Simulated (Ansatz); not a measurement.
# A failed many-body run on Diamond (Fd-3m, 2 atoms a cell)

Aim: the G0W0 gap of Diamond (Fd-3m, 2 atoms a cell). The first input has a fault.

Method: G0W0 on PBE, plane waves, PAW; PAW set soft_1, in Ansatz 0.2.0.

## (1) The structure

It takes space group Fd-3m (No. 227, cubic). The conventional cell has a = 3.567 Å, b = 3.567 Å, c = 3.567 Å, α = 90.00°, β = 90.00°, γ = 90.00°. Nearest to C lie 4 C at 1.54 Å.

Structure file:

```cif
data_structure
_symmetry_space_group_name_H-M 'P 1'
_symmetry_Int_Tables_number 1
_cell_length_a 2.5221
_cell_length_b 2.5221
_cell_length_c 2.5221
_cell_angle_alpha 60.000
_cell_angle_beta 60.000
_cell_angle_gamma 60.000
_cell_volume 11.34
loop_
_atom_site_label
_atom_site_type_symbol
_atom_site_fract_x
_atom_site_fract_y
_atom_site_fract_z
_atom_site_occupancy
C1 C 0.00000 0.00000 0.00000 1
C2 C 0.25000 0.25000 0.25000 1
```

The cell and positions come from the Crystallography Open Database and are kept as given unless a step says otherwise.

## (2) First try

File input.yaml:

```yaml
crystal:
  lattice:
    - [0.0, 1.78337, 1.78337]
    - [1.78337, 0.0, 1.78337]
    - [1.78337, 1.78337, 0.0]
  atoms:
    - { symbol: C, position: [0.0, 0.0, 0.0] }
    - { symbol: C, position: [0.25, 0.25, 0.25] }
kpoints:
  mp_grid: { grid: [6, 6, 6] }
hamiltonian:
  xc: pbe
  pseudopotentials: { kind: paw, azcp: { folder: soft_1 } }
scf:
  occupations: { method: fixed }
gw:
  n_empty_bands: 18
  ecut_chi: 10
  qp_bands: [v2, c2]
  qp_kpoints: band_edges
  screening: { model: contour_deformation }
```

Launch:

```
$ ansatz run input.yaml --threads 3 --pin off --max-ram 92160MiB --backend cuda --events-out ev --progress --plain --runs-dir out --devices 1 --max-vram 13GiB
```

Numbers of over 12 decimals in the logs are rounded to 6 here.

The log of the run:

```text
GPUs: using 1 of 1 available (devices: 1).
Engine: ansatz 0.2.0, x86_64-unknown-linux-gnu
Pseudopotentials: kind: paw
Pseudopotential: C, paw, valence charge 4, recommended cutoff 420 eV (normal), soft_1/C.paw.azcp
Functional definition: PBE
  parameter kappa = 0.804
  parameter beta = 0.066725
  exchange = pbe_x(kappa = kappa, mu = beta*pi^2/3)
  correlation = pbe_c(beta = beta)
device memory: the entry about to start is reckoned to put 0.3 GiB on a device that reports 52.4 GiB free (of which the cap on the GPU budget leaves the run 13.0 GiB)
GPU FFT provider: cuFFT
GPU libraries: cuBLAS 13.8.2, cuFFT 12.4.0, cuSOLVER 12.3.4
Crystal: 2 atoms, lattice volume = 11.344 Å³
Basis set: ecut = 420 eV, 229 PW (Γ)
Bands: 8, of which v1, the nominal top of the filled ones, is band 4 counted from 1 (3 counted from 0)
Symmetry: 48 space group operations
Space group: Fd-3m (ITA 227), of the structure as read, at distance tolerance 2.2e-5 Å
k-points: 16 of 216
Non-local potential: C, projectors of the file, l = 0: 2, l = 1: 2, l = 2: 1
PAW form: soft (Blöchl's): semilocal exchange-correlation on the pseudo side does not see the compensation charge
PAW one-centre angular grid: C, 110 points (default); XC on 64 Gauss nodes
Initial density: superposition of atomic densities (chi_scale 0.1, normalization cell)
Initial wavefunctions: pseudopotential atomic-orbital guess
GPU buffer pool allocated for 5832 grid points (all kernels)
GPU transforms: local potential and band sums: pruned to the plane-wave sphere, on 18×18×18
Functional: x = pbe(κ = 0.804, μ = 0.219515), c = pbe(β = 0.066725)
SCF iter   1: F=—  HF=-502.161063 eV  |F-HF|=—  |Δ(HF+E_count)|=         —  Δρ=1.39e-1  dr2=1.55e0  ethr=3.10e-3  ⟨swp⟩=4.0  Hψ=776  notcnv=0  defer=23
preconditioner: auto → none  [insulator: Δε(μ)=4.800 eV  Ē_g=19.618 eV  n_scr=0 (ndim 8)  ℏωp=31.2 eV  f_vac=0.000  ε∞_Penn≈3.5]
SCF iter   2: F=—  HF=-501.657012 eV  |F-HF|=—  |Δ(HF+E_count)|=   5.04e-1  Δρ=5.57e-2  dr2=2.19e-1  ethr=3.10e-3  ⟨swp⟩=2.7  Hψ=348  notcnv=0  defer=23
SCF iter   3: F=—  HF=-501.604578 eV  |F-HF|=—  |Δ(HF+E_count)|=   5.24e-2  Δρ=5.96e-3  dr2=1.30e-3  ethr=2.73e-3  ⟨swp⟩=3.0  Hψ=229  notcnv=0  defer=27
SCF iter   4: F=—  HF=-501.605083 eV  |F-HF|=—  |Δ(HF+E_count)|=   5.05e-4  Δρ=2.64e-4  dr2=3.29e-6  ethr=1.62e-5  ⟨swp⟩=2.9  Hψ=193  notcnv=0  defer=30
SCF iter   5: F=-501.605085 eV  HF=-501.605085 eV  |F-HF|=6.85e-8  |Δ(HF+E_count)|=   2.35e-6  Δρ=3.78e-5  dr2=3.85e-8  ethr=1.25e-9  ⟨swp⟩=5.0  Hψ=605  notcnv=0
SCF 1 converged in 5 iterations: F = -501.605085 eV  dr2 = 3.85e-8
[...]
device memory: the entry about to start is reckoned to put 0.4 GiB on a device that reports 52.7 GiB free (of which the cap on the GPU budget leaves the run 13.0 GiB)
NSCF: frozen V_eff on 16 k-points, pencils in batches of 32, up to order 32
[...]
device memory: the entry about to start is reckoned to put 0.4 GiB on a device that reports 54.6 GiB free (of which the cap on the GPU budget leaves the run 13.0 GiB)
NSCF: frozen V_eff on 16 k-points, pencils in batches of 32, up to order 108
G₀W₀ screening: q 1/16
[... further progress lines ...]
device memory: the entry about to start is reckoned to put 0.2 GiB on a device that reports 53.7 GiB free (of which the cap on the GPU budget leaves the run 13.0 GiB)
NSCF: frozen V_eff on 1 k-points
device memory: the entry about to start is reckoned to put 0.2 GiB on a device that reports 53.6 GiB free (of which the cap on the GPU budget leaves the run 13.0 GiB)
NSCF: frozen V_eff on 1 k-points
SCF converged after 5 iterations
Free energy (F): -501.605085 eV
Harris-Foulkes:  -501.605085 eV  (|F-HF|=6.85e-8)
Internal energy: -501.605085 eV  (E = F + TS)
E sigma→0 (E₀):  -501.605085 eV
Fermi energy:    13.350618 eV
--- Per-component energies (eV) ---
  E_band       = 34.965787
  E_kinetic    = 179.840965
  E_local      = -110.435597  (includes V_loc(G=0)·N_el)
  E_nonlocal   = 45.805750
  E_hartree    = 26.485322
  E_xc         = -95.424754
  E_vxc        = -117.852830  (∫ρ·V_xc dr)
  E_paw        = -199.915452  (= ΣΔE_a)
  E_vpaw       = -15.363116  (= ΣTr[D̂ρ^β])
  E_aug_tail   = 0.000044  (compensation charges beyond the density's cutoff)
  E_ewald      = -347.961363
  E_smearing   = -0.000000  (= −TS)
  E_closure    = 0.000000  (closes the sum)
  Σ components = -501.605085   (vs F -501.605085, Δ=0.00e0)
--- Band table (eV; the first three rows and the last of 16) ---
  k-point 0: bands = ["-8.1383", "13.3506", "13.3506", "13.3506", "18.9420", "18.9420", "18.9420", "26.6008"]
  k-point 1: bands = ["-7.3712", "9.5926", "12.3250", "12.3250", "20.2818", "20.2818", "20.7375", "27.2504"]
  k-point 2: bands = ["-5.1206", "3.9753", "11.0251", "11.0251", "21.6298", "21.6298", "21.8987", "28.5567"]
  k-point 15: bands = ["1.1232", "1.1232", "5.5330", "5.5330", "21.5692", "21.5692", "27.8349", "27.8349"]
--- G₀W₀: contour deformation, 5 samples at zero and on the imaginary axis and 1 off it, 216 q-points, 18 empty bands' worth ---
  eigenvalues of the whole cell's RPA ε∞ on this k-mesh (on a slab, of 1 + 4πα/V) = 6.2522, 6.2522, 6.2522; static W/v taken at q = 0 is 0.159945
  bands read: the sum over 22 bands ends inside a degenerate multiplet in 2 slots, whose members it reads at an even weight; the widest, k=0: bands 22 to 23 (counted from 1) at 1/2 each
  gw.qp_kpoints: band_edges: 9 of 16 stored k-points solved, in 2 passes; an edge of the gap read off the rows below is read off those points alone
    valence top: of the k-points left out ik 8 came nearest to being solved in a further pass, in band 4 (counted from 1, as in the quasiparticle table): it holds the edge there only if its correction is more favourable than any solved in that band by at least 1.380 eV; those differ by 1.066 eV
    conduction bottom: of the k-points left out ik 5 came nearest to being solved in a further pass, in band 5 (counted from 1, as in the quasiparticle table): it holds the edge there only if its correction is more favourable than any solved in that band by at least 1.732 eV; those differ by 1.090 eV
    ik  band        ε_KS         Σx   Σc(E_QP)       V_xc       Z   E_QP_lin       E_QP  E_QP is
     0     3     13.3506   -20.1789     2.7076   -17.7683  0.8775    13.6473    13.6477  root
     0     4     13.3506   -20.1789     2.7076   -17.7683  0.8775    13.6473    13.6477  root
     0     5     18.9420   -10.1967    -3.6943   -16.3862  0.8751    21.4653    21.4372  root
     0     6     18.9420   -10.1967    -3.6943   -16.3862  0.8751    21.4653    21.4372  root
     1     3     12.3250   -20.2089     2.8933   -17.4904  0.8748    12.4997    12.4998  root
     1     4     12.3250   -20.2089     2.8933   -17.4904  0.8748    12.4997    12.4998  root
     1     5     20.2818   -10.0347    -3.9709   -16.6631  0.8718    22.9758    22.9394  root
     1     6     20.2818   -10.0347    -3.9709   -16.6631  0.8718    22.9758    22.9394  root
     2     3     11.0251   -20.6246     3.2722   -17.3219  0.8708    10.9946    10.9946  root
     2     4     11.0251   -20.6246     3.2722   -17.3219  0.8708    10.9946    10.9946  root
     2     5     21.6298    -9.2773    -4.3318   -16.3619  0.8685    24.4266    24.3826  root
     2     6     21.6298    -9.2773    -4.3318   -16.3619  0.8685    24.4266    24.3826  root
     3     3     10.5424   -20.8248     3.4218   -17.2912  0.8693    10.4305    10.4306  root
     3     4     10.5424   -20.8248     3.4218   -17.2912  0.8693    10.4305    10.4306  root
[...]
12     6     18.1173    -8.9416    -3.9397   -14.5446  0.8770    19.7927    19.7805  root
    15     3      5.5330   -20.8980     4.3732   -15.7555  0.8471     4.7598     4.7638  root
    15     4      5.5330   -20.8980     4.3732   -15.7555  0.8471     4.7598     4.7638  root
    15     5     21.5692    -8.6416    -4.4029   -15.2443  0.8681    23.7963    23.7690  root
    15     6     21.5692    -8.6416    -4.4029   -15.2443  0.8681    23.7963    23.7690  root
```

Run time: 14 s. Hardware: 1 × NVIDIA H100 80GB HBM3 (shared by 6 runs) with 3 threads of AMD EPYC 7R13 (Zen 3), shared host; peak memory 0.95 GiB; 7.7 s of CPU time.

**What went wrong?**

The run ended normally, though the input holds a fault or crude settings.

The fault: screening cutoff of 10 eV. Nearly all local fields and short-range correlation are left out.

It printed a gap of 5.65 eV, which is an artefact of the settings.

## (3) A better input

G0W0 replaces the xc potential by the self-energy, built once from these orbitals. Only a window of levels is corrected, while the sums run over the empty bands that the input names. This step takes PAW set soft_1 files.

input.yaml: that of step 2 with these lines changed.

```diff
@@ -9,3 +9,3 @@
 kpoints:
-  mp_grid: { grid: [6, 6, 6] }
+  mp_grid: { grid: [8, 8, 8] }
 hamiltonian:
@@ -16,4 +16,4 @@
 gw:
-  n_empty_bands: 18
-  ecut_chi: 10
+  n_empty_bands: 33
+  ecut_chi: 120
   qp_bands: [v2, c2]
```

The log of the run:

```text
GPUs: using 1 of 1 available (devices: 1).
[...]
GPU FFT provider: cuFFT
GPU libraries: cuBLAS 13.8.2, cuFFT 12.4.0, cuSOLVER 12.3.4
Crystal: 2 atoms, lattice volume = 11.344 Å³
Basis set: ecut = 420 eV, 229 PW (Γ)
Bands: 8, of which v1, the nominal top of the filled ones, is band 4 counted from 1 (3 counted from 0)
Symmetry: 48 space group operations
[...]
k-points: 29 of 512
[...]
GPU buffer pool allocated for 5832 grid points (all kernels)
[...]
SCF iter   1: F=—  HF=-502.167542 eV  |F-HF|=—  |Δ(HF+E_count)|=         —  Δρ=1.39e-1  dr2=1.54e0  ethr=3.10e-3  ⟨swp⟩=4.0  Hψ=1373  notcnv=0  defer=47
[...]
SCF iter   5: F=-501.613649 eV  HF=-501.613649 eV  |F-HF|=6.66e-8  |Δ(HF+E_count)|=   2.09e-6  Δρ=3.58e-5  dr2=3.50e-8  ethr=1.25e-9  ⟨swp⟩=5.0  Hψ=1115  notcnv=0
SCF 1 converged in 5 iterations: F = -501.613649 eV  dr2 = 3.50e-8
[...]
0     3     13.3475   -20.0923     1.9366   -17.7677  0.8297    12.9589    12.9594  root
     0     4     13.3475   -20.0923     1.9366   -17.7677  0.8297    12.9589    12.9594  root
     0     5     18.9397   -10.2647    -4.8744   -16.3866  0.8298    20.1939    20.1871  root
     0     6     18.9397   -10.2647    -4.8744   -16.3866  0.8298    20.1939    20.1871  root
     1     3     12.6943   -20.0846     2.0883   -17.5688  0.8279    12.2661    12.2668  root
     1     4     12.6943   -20.0846     2.0883   -17.5688  0.8279    12.2661    12.2668  root
     1     5     19.7965   -10.1919    -5.1111   -16.5994  0.8266    21.1010    21.0930  root
     1     6     19.7965   -10.1919    -5.1111   -16.5994  0.8266    21.1010    21.0930  root
[...]
28     3      5.0186   -20.7255     4.2987   -15.4497  0.7904     4.0323     4.0416  root
    28     4      5.0186   -20.7255     4.2987   -15.4497  0.7904     4.0323     4.0416  root
    28     5     23.9675    -7.7279    -6.0540   -14.8953  0.8195    25.0900    25.0809  root
    28     6     23.9675    -7.7279    -6.0540   -14.8953  0.8195    25.0900    25.0809  root
[key lines of the parts left out:]
SCF converged after 5 iterations
Free energy (F): -501.613649 eV
Fermi energy:    13.347481 eV
```

Elapsed: 16 s, on 1 × NVIDIA H100 80GB HBM3 (shared by 6 runs) with 3 threads; peak memory 0.96 GiB; 12 s of CPU time.

This step gave:

```
bands summed                                 : 37
RPA ε∞ on this mesh (eigenvalues)            : 5.772, 5.772, 5.772
plane waves in the screening matrix          : 27
q-points in the mesh                         : 512
G0W0 gap on the mesh                         : 5.330 eV
k of the valence top                         : 0, 0, 0
k of the conduction bottom                   : 0, 0.375, 0.375
starting gap on the mesh                     : 4.141 eV
Z at the valence top                         : 0.8297
Z at the conduction bottom                   : 0.8405
least direct G0W0 gap on the computed points : 7.228 eV
```

The gap on the mesh goes from 4.14 eV to 5.33 eV, a correction of +1.19 eV. Between the two edge states, bare exchange in place of the xc potential would open the gap by 7.80 eV, and correlation takes back 6.61 eV.

## (4) Results

```
first try  : converged after 14 s
better run : G0W0 gap on the mesh 5.33 eV (8×8×8 mesh, 33 empty bands, screening to 120 eV, PAW set soft_1 files)
```

**Reading.** The second run differs in: mesh, empty bands and screening cutoff (eV). Bands and cutoff are finite, so the gap is not at the basis limit. The miss can reach some tenths of an eV and take either sign; the mesh is an error of its own.

[Paths, hosts, dates, memory and timing lines, banners, echoed tables and standing remarks are left out of the program output.]

[Logs are printed without paths, hosts, clocks, repeated set-up lines and the standing remarks that a program may print on its own settings, such as how far it seeks lower states.]

[Runs of the session that timed out or met a known fault of the program may be left out.]

[Cells called generated may have been cut or substituted from an entry of the Crystallography Open Database or the Materials Project.]

[Hosts, paths, dates, database ids (printed as entryN), source tags and the programs' standing remarks are cut or masked in the printed files.]
